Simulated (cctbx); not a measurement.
## Symmetry from intensities

Cell: a = 7.1940 Å, b = 7.1940 Å, c = 8.5820 Å, α = 90.00°, β = 90.00°, γ = 120.00°. Expected content of the cell: Pb4 Er6 Ge6.

The data are simulated with cctbx, not measured: synchrotron X-rays, λ = 0.6889 Å, to d = 0.6 Å, 80 % of the full sphere, strongest reflection 5000 counts, noise from counting, a 6 % proportional error and a noise floor of 2 counts (s.d.); no absorption.

A first pass over the reflections prints:

```text
6019 reflections to d = 0.600 A
centring   violations  <I/sigma> of those
    A        958 of  2993      3.2
    B        931 of  2997      3.2
    C        941 of  3020      3.2
    I        952 of  2987      3.2
    R       1284 of  4023      3.3
    F       1415 of  4505      3.2
Laue class    unique    Rint  (classes that these axes allow; Friedel mates merged)
P -1             3593   0.084
P 1 1 2/m        1950   0.091
P -3             1249   0.097
P -3 1 m          695   0.101
P -3 m 1          745   0.101
P 6/m             663   0.101
P 6/m m m         427   0.103
space group    extra absences  I>4sigma  <I/sigma>
P 6 2 2                 0          0         -  acentric
P 63 2 2               14          0       0.6  acentric
P 6 m m                 0          0         -  acentric
P 63 m c              293          0       0.1  acentric
P -6 m 2                0          0         -  acentric
P -6 2 m                0          0         -  acentric
P -6 2 c              293          0       0.1  acentric
P 6/m m m               0          0         -  centric
P 63/m m c            293          0       0.1  centric
Wilson B = 1.85 A^2   <|E^2-1|> = 1.063 (0.968 centric, 0.736 acentric)   E^2>4: 5.7 %
shell (A)         n   <I/sigma>
 8.58 - 1.20     69     15.6
 1.20 - 0.95     57     15.5
 0.95 - 0.83     54     10.6
 0.83 - 0.76     52     11.8
 0.76 - 0.70     48      9.4
 0.70 - 0.66     49      6.1
 0.66 - 0.63     49      7.8
 0.63 - 0.60     49      4.3
```

**Question.** What are the lattice type, the Laue class and the likely space group?

Every centring test has many violations, so the lattice is primitive.

Rint stays low (0.084 to 0.103) up to P 6/m m m, the highest class in these axes.

9 settings pass the absence test. The most absences obeyed, 293, belong to P 63 m c, P -6 2 c and P 63/m m c, which absences can't tell apart.

⟨|E²−1|⟩ = 1.063 leans to a centrosymmetric structure. Here that hint misleads: the statistic assumes many like atoms on general positions, and few, heavy or special-position atoms break it. The Wilson B of 1.85 Å² means U ≈ 0.0234 Å².

The true group is P-62c (no. 190), Laue class 6/mmm, non-centrosymmetric. The tables only narrow the choice to the tied entries; cell content, site symmetry and trial solutions must settle it.

This is a model crystal, built by substitution and not relaxed, with assumed displacement parameters.

[Logs are printed without paths, hosts, clocks, repeated set-up lines and the standing remarks that a program may print on its own settings, such as how far it seeks lower states.]
